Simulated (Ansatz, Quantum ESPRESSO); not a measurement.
# W [001], bcc: pulling along c

The c axis is held at a set length while the cell relaxes sideways. How do the lateral strain and the stress follow? The strained cell has c along the load; unstrained it is a = 3.1525 Å, b = 3.1525 Å, c = 3.1525 Å, α = 90.00°, β = 90.00°, γ = 90.00°, with 2 atoms.

Calculated with Quantum ESPRESSO 7.5, PBEsol, GBRV 1.5 ultrasoft potentials, cutoff 680 eV, Fermi–Dirac smearing 0.05 eV, k-mesh 14×14×14, no spin polarisation, no spin-orbit coupling.

Relaxed positions at −3 %:

```csv
atom,x,y,z
W,0.0000,0.0000,0.0000
W,0.5000,0.5000,0.5000
```

```csv
ε_c (%),a (Å),c (Å),ε_a (%),"σ (GPa, tension positive)"
−3,3.1807,3.0580,0.895,−14.10
−2,3.1717,3.0895,0.609,−9.03
1,3.1445,3.1841,−0.256,3.80
2,3.1355,3.2156,−0.540,7.64
3,3.1270,3.2471,−0.810,11.40
```

**Question.** Fit both responses and give the free strain and the stress at −1 %, a row left out above.

Least squares with y = y0 + y1 ε + y2 ε² (ε in %) gives ε_a = 0.028 + (−0.2851) ε + (0.0017) ε² and σ = −0.25 + (4.223) ε + (−0.120) ε² GPa. The linear terms put the ratio of free to applied strain at −0.285 and the Young modulus at 422 GPa.

At −1 % the free strain comes out as 0.314 %. The run itself gives 0.327 %, so the estimate misses by 0.013 %, more than the largest misfit of the fitted rows (0.004 %).

The stress comes out as −4.60 GPa. The run itself gives −4.34 GPa, so the estimate misses by 0.26 GPa, more than the largest misfit of the fitted rows (0.15 GPa).

Along a cube axis ν = C12/(C11 + C12) and Y = (C11 − C12)(C11 + 2C12)/(C11 + C12), so C11 = Y(1 − ν)/[(1 + ν)(1 − 2ν)] = 547 GPa and C12 = 218 GPa.

The negative ε² term means that the crystal stiffens in compression and softens in tension.

The same fit over all rows at other levels or in other programs gives the strain ratio = −0.285 with PBEsol (Quantum ESPRESSO, PseudoDojo) and −0.285 with PBEsol (Ansatz).

[Logs are printed without paths, hosts, clocks, repeated set-up lines and the standing remarks that a program may print on its own settings, such as how far it seeks lower states.]
